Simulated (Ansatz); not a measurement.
# Ti15Au (Au on 6 % of the Ti sites, one arrangement): core-level shifts

Aim: core-level shifts of both metals in Ti15Au (Au on 6 % of the Ti sites, one arrangement), site by site. Spin–orbit coupling is left out of the bands throughout.

Program: Ansatz 0.2.0. Level of theory: DFT, PBE, plane-wave PAW, default files, scalar-relativistic. Results are calculated unless marked as measured.

## 1. The starting structure

It takes space group Fmm2 (No. 42, orthorhombic). The conventional cell has a = 9.306 Å, b = 11.768 Å, c = 10.191 Å, α = 90.00°, β = 90.00°, γ = 90.00°. Ti has 11 Ti at 2.88 to 2.94 Å and 1 Au at 2.94 Å nearest. Nearest to Ti lie 11 Ti at 2.88 to 2.94 Å and 1 Au at 2.94 Å. Ti has 12 Ti at 2.88 to 2.94 Å nearest. Nearest to Au lie 12 Ti at 2.88 to 2.94 Å. Nearest to Ti lie 12 Ti at 2.88 to 2.94 Å. It derives from Ti. How the cell was made: random alloy; site: Ti; solute: Au; fraction 0.0625; sites picked by the rule 'random', which a small cell need not show; lattice typed at the start. Farther neighbours are not listed.

## 2. Relaxation

Atoms near a foreign or missing neighbour move off the ideal sites, so they are relaxed first.

Input file input.yaml:

```yaml
crystal:
  lattice:
    - [-4.4130075033, 2.54785107, 4.653171177]
    - [-4.4130075033, 2.54785107, -4.653171177]
    - [-2.9420050022, -5.0957021399, 4.653171177]
  atoms:
    - { symbol: Ti, position: [0.875, 0.625, 0.75] }
    - { symbol: Ti, position: [0.375, 0.125, 0.75] }
    - { symbol: Ti, position: [0.25, 0.75, 0.5] }
    - { symbol: Ti, position: [0.75, 0.25, 0.5] }
    - { symbol: Ti, position: [0.625, 0.875, 0.25] }
    - { symbol: Ti, position: [0.125, 0.375, 0.25] }
    - { symbol: Ti, position: [0.5, 0.5, 0.0] }
    - { symbol: Au, position: [0.0, 0.0, 0.0] }
    - { symbol: Ti, position: [0.3333333333, 0.3333333333, 0.5] }
    - { symbol: Ti, position: [0.8333333333, 0.8333333333, 0.5] }
    - { symbol: Ti, position: [0.7083333333, 0.4583333333, 0.25] }
    - { symbol: Ti, position: [0.2083333333, 0.9583333333, 0.25] }
    - { symbol: Ti, position: [0.0833333333, 0.5833333333, 0.0] }
    - { symbol: Ti, position: [0.5833333333, 0.0833333333, 0.0] }
    - { symbol: Ti, position: [0.9583333333, 0.2083333333, 0.75] }
    - { symbol: Ti, position: [0.4583333333, 0.7083333333, 0.75] }
kpoints:
  mp_grid: { grid: [4, 4, 4] }
scf:
  occupations: { method: fermi_dirac, width: 0.08 }
  n_extra_bands: 16
hamiltonian:
  xc: pbe
  pseudopotentials: { kind: paw }
output:
  forces: true
relax:
  f_tol: 0.04
  max_steps: 35
```

Run with:

```
> ansatz run input.yaml --threads 4 --pin off --max-ram 14336MiB --backend cpu --events-out ev --progress --plain --runs-dir out
```

Numbers of over 12 decimals in the logs are rounded to 6 here.

What it wrote:

```text
scf.n_extra_bands = 16 over 100 filled bands (N_el = 199.0): the run solves 116 bands
Engine: ansatz 0.2.0, aarch64-unknown-linux-gnu
Pseudopotentials: kind: paw
Pseudopotential: Ti, paw, valence charge 12, recommended cutoff 420 eV (normal), Ti.paw.azcp
Pseudopotential: Au, paw, valence charge 19, recommended cutoff 420 eV (normal), Au.paw.azcp
Functional definition: PBE
  parameter kappa = 0.804
  parameter beta = 0.066725
  exchange = pbe_x(kappa = kappa, mu = beta*pi^2/3)
  correlation = pbe_c(beta = beta)
Crystal: 16 atoms, lattice volume = 279.034 Å³
Basis set: ecut = 420 eV, 5457 PW (Γ), exchange–correlation on 96×96×108 points (8 copies of the dense FFT grid, shifted against one another)
Bands: 116, of which v1, the nominal top of the filled ones, is band 100 counted from 1 (99 counted from 0)
Symmetry: 4 space group operations
Space group: Fmm2 (ITA 42), of the structure as read, at distance tolerance 6.5e-5 Å
k-points: 18 of 64 (time reversal used)
Non-local potential: Ti, projectors of the file, l = 0: 3, l = 1: 2, l = 2: 3, l = 3: 1
Non-local potential: Au, projectors of the file, l = 0: 3, l = 1: 2, l = 2: 2, l = 3: 1
PAW form: soft (Blöchl's): semilocal exchange-correlation on the pseudo side does not see the compensation charge
PAW one-centre angular grid: Ti, 590 points (default); XC on 64 Gauss nodes
PAW one-centre angular grid: Au, 590 points (default); XC on 64 Gauss nodes
Initial density: superposition of atomic densities (neutral atoms: chi_scale 0, normalization atom), corrected by the library's trained network
Initial wavefunctions: pseudopotential atomic-orbital guess
Functional: x = pbe(κ = 0.804, μ = 0.219515), c = pbe(β = 0.066725)
SCF iter   1: F=—  HF=-50645.245874 eV  |F-HF|=—  |Δ(HF+E_count)|=         —  Δρ=7.73e-3  dr2=3.32e-1  ethr=1.77e-3  ⟨swp⟩=8.1  Hψ=7608  notcnv=0
preconditioner: auto → Kerker (q_TF=auto, 2.579 Å⁻¹)  [metal: Δε(μ)=0.013 eV  Ē_g=2.793 eV  σ=0.080 eV  W_gap=0.04  n_scr=78 (ndim 8)  ℏωp=18.7 eV  f_vac=0.000  D(μ)=19.36/eV (n_scr^D=218)]
SCF iter   2: F=—  HF=-50645.226958 eV  |F-HF|=—  |Δ(HF+E_count)|=   1.89e-2  Δρ=3.58e-3  dr2=6.81e-2  ethr=1.67e-4  ⟨swp⟩=1.7  Hψ=2628  notcnv=0
SCF iter   3: F=—  HF=-50645.221343 eV  |F-HF|=—  |Δ(HF+E_count)|=   5.61e-3  Δρ=9.73e-4  dr2=4.43e-3  ethr=3.42e-5  ⟨swp⟩=2.1  Hψ=2671  notcnv=0
SCF iter   4: F=—  HF=-50645.220579 eV  |F-HF|=—  |Δ(HF+E_count)|=   7.65e-4  Δρ=2.14e-4  dr2=2.47e-4  ethr=2.22e-6  ⟨swp⟩=2.1  Hψ=2789  notcnv=0
iter 5 did not close the SCF: its close was put off for the readings that it lacked (scf_convergence_deferred on its scf_iter line)
SCF iter   5: F=-50645.220536 eV  HF=-50645.220543 eV  |F-HF|=6.87e-6  |Δ(HF+E_count)|=   3.54e-5  Δρ=6.57e-5  dr2=1.38e-5  ethr=1.24e-7  ⟨swp⟩=2.1  Hψ=2916  notcnv=0
SCF iter   6: F=-50645.220541 eV  HF=-50645.220542 eV  |F-HF|=6.51e-7  |Δ(HF+E_count)|=   1.09e-6  Δρ=1.84e-5  dr2=1.27e-6  ethr=6.96e-9  ⟨swp⟩=2.1  Hψ=5842  notcnv=0
SCF 1 converged in 6 iterations: F = -50645.220541 eV  dr2 = 1.27e-6
  greatest PAW one-centre occupation: 1.000 electrons in one spin orbital (limit 2), on the Au atom at site 7 (counted from 0), in its partial waves of l = 0
relax step   1: F+E_penalty+E_count = -50645.22054136 eV  Δ(F+E_penalty+E_count) = +0.000e0 eV  max|allowed force component| = 3.711e-1 eV/Å  Δτ_max = 0.0000 Å  (6 SCF iters, dr2 threshold 4.00e-5 eV, accepted)
Initial density: handed on by an earlier stage of this run
Initial wavefunctions: those handed on with the density
iter 1 solved again at ethr=8.30e-4 eV; its pass at ethr=3.10e-3 eV (dr2=1.65e0 eV) is discarded
SCF iter   1: F=—  HF=-50645.415811 eV  |F-HF|=—  |Δ(HF+E_count)|=         —  Δρ=1.43e-2  dr2=1.67e0  ethr=8.30e-4  ⟨swp⟩=1.0  Hψ=6969  notcnv=0
preconditioner: auto → Kerker (q_TF=auto, 2.579 Å⁻¹)  [metal: Δε(μ)=0.000 eV  Ē_g=2.774 eV  σ=0.080 eV  W_gap=0.00  n_scr=78 (ndim 8)  ℏωp=18.7 eV  f_vac=0.000  D(μ)=20.94/eV (n_scr^D=230)]
SCF iter   2: F=—  HF=-50645.287667 eV  |F-HF|=—  |Δ(HF+E_count)|=   1.28e-1  Δρ=5.80e-3  dr2=3.04e-1  ethr=8.30e-4  ⟨swp⟩=2.1  Hψ=2186  notcnv=0
SCF iter   3: F=—  HF=-50645.247337 eV  |F-HF|=—  |Δ(HF+E_count)|=   4.03e-2  Δρ=1.48e-3  dr2=1.46e-2  ethr=1.53e-4  ⟨swp⟩=2.0  Hψ=2614  notcnv=0
SCF iter   4: F=—  HF=-50645.244674 eV  |F-HF|=—  |Δ(HF+E_count)|=   2.66e-3  Δρ=3.43e-4  dr2=6.31e-4  ethr=7.34e-6  ⟨swp⟩=2.1  Hψ=2817  notcnv=0
SCF iter   5: F=—  HF=-50645.244389 eV  |F-HF|=—  |Δ(HF+E_count)|=   2.85e-4  Δρ=1.13e-4  dr2=5.64e-5  ethr=3.17e-7  ⟨swp⟩=2.1  Hψ=2667  notcnv=0
SCF iter   6: F=-50645.244384 eV  HF=-50645.244386 eV  |F-HF|=2.19e-6  |Δ(HF+E_count)|=   3.09e-6  Δρ=2.90e-5  dr2=3.47e-6  ethr=4.32e-9  ⟨swp⟩=4.1  Hψ=6509  notcnv=0
SCF 2 converged in 6 iterations: F = -50645.244384 eV  dr2 = 3.47e-6
relax step   2: F+E_penalty+E_count = -50645.24438418 eV  Δ(F+E_penalty+E_count) = -2.384e-2 eV  max|allowed force component| = 3.060e-1 eV/Å  Δτ_max = 0.1185 Å  (6 SCF iters, dr2 threshold 8.61e-6 eV, accepted)
SCF iter   1: F=—  HF=-50645.328256 eV  |F-HF|=—  |Δ(HF+E_count)|=         —  Δρ=6.06e-3  dr2=3.13e-1  ethr=1.33e-3  ⟨swp⟩=4.6  Hψ=3786  notcnv=0
preconditioner: auto → Kerker (q_TF=auto, 2.579 Å⁻¹)  [metal: Δε(μ)=0.010 eV  Ē_g=2.782 eV  σ=0.080 eV  W_gap=0.03  n_scr=78 (ndim 8)  ℏωp=18.7 eV  f_vac=0.000  D(μ)=19.94/eV (n_scr^D=218)]
SCF iter   2: F=—  HF=-50645.305559 eV  |F-HF|=—  |Δ(HF+E_count)|=   2.27e-2  Δρ=2.42e-3  dr2=5.49e-2  ethr=1.57e-4  ⟨swp⟩=1.2  Hψ=2416  notcnv=0
SCF iter   3: F=—  HF=-50645.298260 eV  |F-HF|=—  |Δ(HF+E_count)|=   7.30e-3  Δρ=6.61e-4  dr2=2.84e-3  ethr=2.76e-5  ⟨swp⟩=2.0  Hψ=2574  notcnv=0
SCF iter   4: F=—  HF=-50645.297502 eV  |F-HF|=—  |Δ(HF+E_count)|=   7.58e-4  Δρ=1.53e-4  dr2=1.43e-4  ethr=1.42e-6  ⟨swp⟩=2.1  Hψ=2778  notcnv=0
SCF iter   5: F=—  HF=-50645.297485 eV  |F-HF|=—  |Δ(HF+E_count)|=   1.66e-5  Δρ=4.88e-5  dr2=7.30e-6  ethr=7.18e-8  ⟨swp⟩=2.1  Hψ=2808  notcnv=0
SCF iter   6: F=-50645.297484 eV  HF=-50645.297485 eV  |F-HF|=3.76e-7  |Δ(HF+E_count)|=   8.76e-7  Δρ=1.34e-5  dr2=6.83e-7  ethr=2.94e-9  ⟨swp⟩=4.1  Hψ=6327  notcnv=0
SCF 3 converged in 6 iterations: F = -50645.297484 eV  dr2 = 6.83e-7
relax step   3: F+E_penalty+E_count = -50645.29748414 eV  Δ(F+E_penalty+E_count) = -5.310e-2 eV  max|allowed force component| = 5.916e-2 eV/Å  Δτ_max = 0.0388 Å  (6 SCF iters, dr2 threshold 5.85e-6 eV, accepted)
SCF iter   1: F=—  HF=-50645.299416 eV  |F-HF|=—  |Δ(HF+E_count)|=         —  Δρ=9.53e-4  dr2=7.37e-3  ethr=5.08e-5  ⟨swp⟩=2.0  Hψ=3357  notcnv=0
preconditioner: auto → Kerker (q_TF=auto, 2.579 Å⁻¹)  [metal: Δε(μ)=0.008 eV  Ē_g=2.773 eV  σ=0.080 eV  W_gap=0.02  n_scr=78 (ndim 8)  ℏωp=18.7 eV  f_vac=0.000  D(μ)=20.15/eV (n_scr^D=218)]
SCF iter   2: F=—  HF=-50645.298898 eV  |F-HF|=—  |Δ(HF+E_count)|=   5.19e-4  Δρ=3.95e-4  dr2=1.26e-3  ethr=3.70e-6  ⟨swp⟩=1.0  Hψ=2412  notcnv=0
SCF iter   3: F=—  HF=-50645.298716 eV  |F-HF|=—  |Δ(HF+E_count)|=   1.81e-4  Δρ=1.05e-4  dr2=7.07e-5  ethr=6.34e-7  ⟨swp⟩=2.0  Hψ=2678  notcnv=0
SCF iter   4: F=—  HF=-50645.298491 eV  |F-HF|=—  |Δ(HF+E_count)|=   2.25e-4  Δρ=2.18e-5  dr2=2.81e-6  ethr=3.55e-8  ⟨swp⟩=2.1  Hψ=2778  notcnv=0
SCF iter   5: F=—  HF=-50645.298491 eV  |F-HF|=—  |Δ(HF+E_count)|=   3.45e-7  Δρ=7.80e-6  dr2=3.16e-7  ethr=1.41e-9  ⟨swp⟩=2.1  Hψ=2877  notcnv=0
SCF iter   6: F=-50645.298491 eV  HF=-50645.298491 eV  |F-HF|=2.30e-8  |Δ(HF+E_count)|=   2.84e-8  Δρ=2.45e-6  dr2=3.07e-8  ethr=5.03e-11  ⟨swp⟩=4.1  Hψ=6490  notcnv=0
SCF 4 converged in 6 iterations: F = -50645.298491 eV  dr2 = 3.07e-8
relax step   4: F+E_penalty+E_count = -50645.29849071 eV  Δ(F+E_penalty+E_count) = -1.007e-3 eV  max|allowed force component| = 1.139e-2 eV/Å  Δτ_max = 0.0101 Å  (6 SCF iters, accepted)
SCF converged after 6 iterations
Free energy (F): -50645.298491 eV
Harris-Foulkes:  -50645.298491 eV  (|F-HF|=2.30e-8)
Internal energy: -50644.867053 eV  (E = F + TS)
E sigma→0 (E₀):  -50645.082772 eV
Entropy (-TS):   -0.431437 eV (-26.965 meV/atom)
Fermi energy:    13.740430 eV
--- Per-component energies (eV) ---
  E_band       = -2644.177465
  E_kinetic    = 4686.642118
  E_local      = -14381.550848  (includes V_loc(G=0)·N_el)
  E_nonlocal   = 191.806875
  E_hartree    = 5942.443488
  E_xc         = -1690.389166
  E_vxc        = -2104.811121  (∫ρ·V_xc dr)
  E_paw        = -25417.908933  (= ΣΔE_a)
  E_vpaw       = -2921.156586  (= ΣTr[D̂ρ^β])
  E_aug_tail   = 0.003180  (compensation charges beyond the density's cutoff)
  E_ewald      = -19975.913766
  E_smearing   = -0.431437  (= −TS)
  E_closure    = 0.000000  (closes the sum)
  Σ components = -50645.298491   (vs F -50645.298491, Δ=0.00e0)
--- Forces (eV/Å), atoms counted from 1 ---
  atom   1  Ti    -0.00103850    -0.00225670    -0.00000000
  atom   2  Ti    -0.00221866    -0.00168310     0.00000000
  atom   3  Ti     0.00533504    -0.01007969    -0.00000000
  atom   4  Ti     0.01139679     0.00041957    -0.00000000
  atom   5  Ti     0.00143511     0.00202771    -0.00000000
  atom   6  Ti     0.00034828     0.00276297     0.00000000
  atom   7  Ti    -0.00372749     0.00215207     0.00000000
  atom   8  Au    -0.00145773     0.00084162    -0.00000000
  atom   9  Ti     0.00512627    -0.00295965     0.00000000
  atom  10  Ti     0.00512627    -0.00295965    -0.00000000
  atom  11  Ti    -0.00321992     0.00131796     0.00078673
  atom  12  Ti    -0.00321992     0.00131796    -0.00078673
  atom  13  Ti    -0.00415303     0.00239775     0.00409785
  atom  14  Ti    -0.00415303     0.00239775    -0.00409785
  atom  15  Ti    -0.00275135     0.00212955     0.00078673
  atom  16  Ti    -0.00275135     0.00212955    -0.00078673
  max |Σ_I F_I| component: 7.68e-5 eV/Å
--- Relaxed structure (4 steps of the walk, 4 accepted, 0 SCFs on fresh bases) ---
  F+E_penalty+E_count = -50645.29849071 eV   max|allowed force component| = 1.139e-2 eV/Å
  atoms:
    - { symbol: Ti, position: [0.879047, 0.619147, 0.740100] }
    - { symbol: Ti, position: [0.373152, 0.134008, 0.760856] }
    - { symbol: Ti, position: [0.246114, 0.746382, 0.500267] }
    - { symbol: Ti, position: [0.746382, 0.246114, 0.499733] }
    - { symbol: Ti, position: [0.619147, 0.879047, 0.259900] }
    - { symbol: Ti, position: [0.134008, 0.373152, 0.239144] }
    - { symbol: Ti, position: [0.501952, 0.501952, 0] }
    - { symbol: Au, position: [0.00106293, 0.00106293, 3.2526065174565133e-19] }
    - { symbol: Ti, position: [0.329068, 0.329068, 0.500000] }
    - { symbol: Ti, position: [0.829068, 0.829068, 0.500000] }
    - { symbol: Ti, position: [0.706461, 0.460219, 0.249050] }
    - { symbol: Ti, position: [0.211169, 0.955511, 0.249050] }
    - { symbol: Ti, position: [0.084193, 0.590115, 4.496010760586063e-17] }
    - { symbol: Ti, position: [0.590115, 0.084193, 1.0551043625397198e-17] }
    - { symbol: Ti, position: [0.955511, 0.211169, 0.750950] }
    - { symbol: Ti, position: [0.460219, 0.706461, 0.750950] }
```

The job ended after 52 s (4 threads of Arm Neoverse V1, shared host; peak memory 1.1 GiB; 3.3 min of CPU time).

The steps of the relaxation:

| step | energy less that of the first step (eV) | largest force component (eV/Å) |
| --- | --- | --- |
| 1 | 0.0000 | 0.3711 |
| 2 | -0.0238 | 0.3060 |
| 3 | -0.0769 | 0.0592 |
| 4 | -0.0779 | 0.0114 |

Forces are held to the 4 operations that the run works with; a distortion that breaks them can't arise in this run.

The atoms that moved most (Å):

| atom | dx | dy | dz | length |
| --- | --- | --- | --- | --- |
| Ti6 | 0.000 | 0.074 | 0.000 | 0.074 |
| Ti2 | -0.064 | -0.037 | 0.000 | 0.074 |
| Ti5 | -0.021 | -0.055 | 0.000 | 0.059 |
| Ti1 | 0.037 | 0.046 | 0.000 | 0.059 |
| Ti14 | -0.034 | 0.019 | 0.028 | 0.048 |
| Ti13 | -0.034 | 0.019 | -0.028 | 0.048 |
| Ti9 | 0.038 | -0.022 | 0.000 | 0.043 |
| Ti10 | 0.038 | -0.022 | 0.000 | 0.043 |

The relaxed structure:

```cif
data_structure
_symmetry_space_group_name_H-M 'P 1'
_symmetry_Int_Tables_number 1
_cell_length_a 6.9006
_cell_length_b 6.9006
_cell_length_c 7.5016
_cell_angle_alpha 114.726
_cell_angle_beta 65.274
_cell_angle_gamma 84.802
_cell_volume 279.03
loop_
_atom_site_label
_atom_site_type_symbol
_atom_site_fract_x
_atom_site_fract_y
_atom_site_fract_z
_atom_site_occupancy
Ti1 Ti 0.87905 0.61915 0.74010 1
Ti2 Ti 0.37315 0.13401 0.76086 1
Ti3 Ti 0.24611 0.74638 0.50027 1
Ti4 Ti 0.74638 0.24611 0.49973 1
Ti5 Ti 0.61915 0.87905 0.25990 1
Ti6 Ti 0.13401 0.37315 0.23914 1
Ti7 Ti 0.50195 0.50195 0.00000 1
Au8 Au 0.00106 0.00106 0.00000 1
Ti9 Ti 0.32907 0.32907 0.50000 1
Ti10 Ti 0.82907 0.82907 0.50000 1
Ti11 Ti 0.70646 0.46022 0.24905 1
Ti12 Ti 0.21117 0.95551 0.24905 1
Ti13 Ti 0.08419 0.59011 0.00000 1
Ti14 Ti 0.59011 0.08419 0.00000 1
Ti15 Ti 0.95551 0.21117 0.75095 1
Ti16 Ti 0.46022 0.70646 0.75095 1
```

Numbers from this step:

```yaml
free_energy: -50645.2985 eV
energy_at_zero_smearing: -50645.0828 eV
smearing_term_ts: 0.4314 eV
fermi_energy: 13.74 eV
symmetry_operations: 4
```

The relaxation ends 4.9 meV an atom lower, with a largest force component of 0.011 eV/Å.

(Continued in part 2 of 2.)

[Logs are printed without paths, hosts, clocks, repeated set-up lines and the standing remarks that a program may print on its own settings, such as how far it seeks lower states.]

[Hosts, paths, dates, database ids (printed as entryN), source tags and the programs' standing remarks are cut or masked in the printed files.]

[Maps of the electrostatic potential energy from Ansatz leave out the sawtooth potential of an applied field or a dipole correction, so their vacuum need not be flat; work functions include it.]
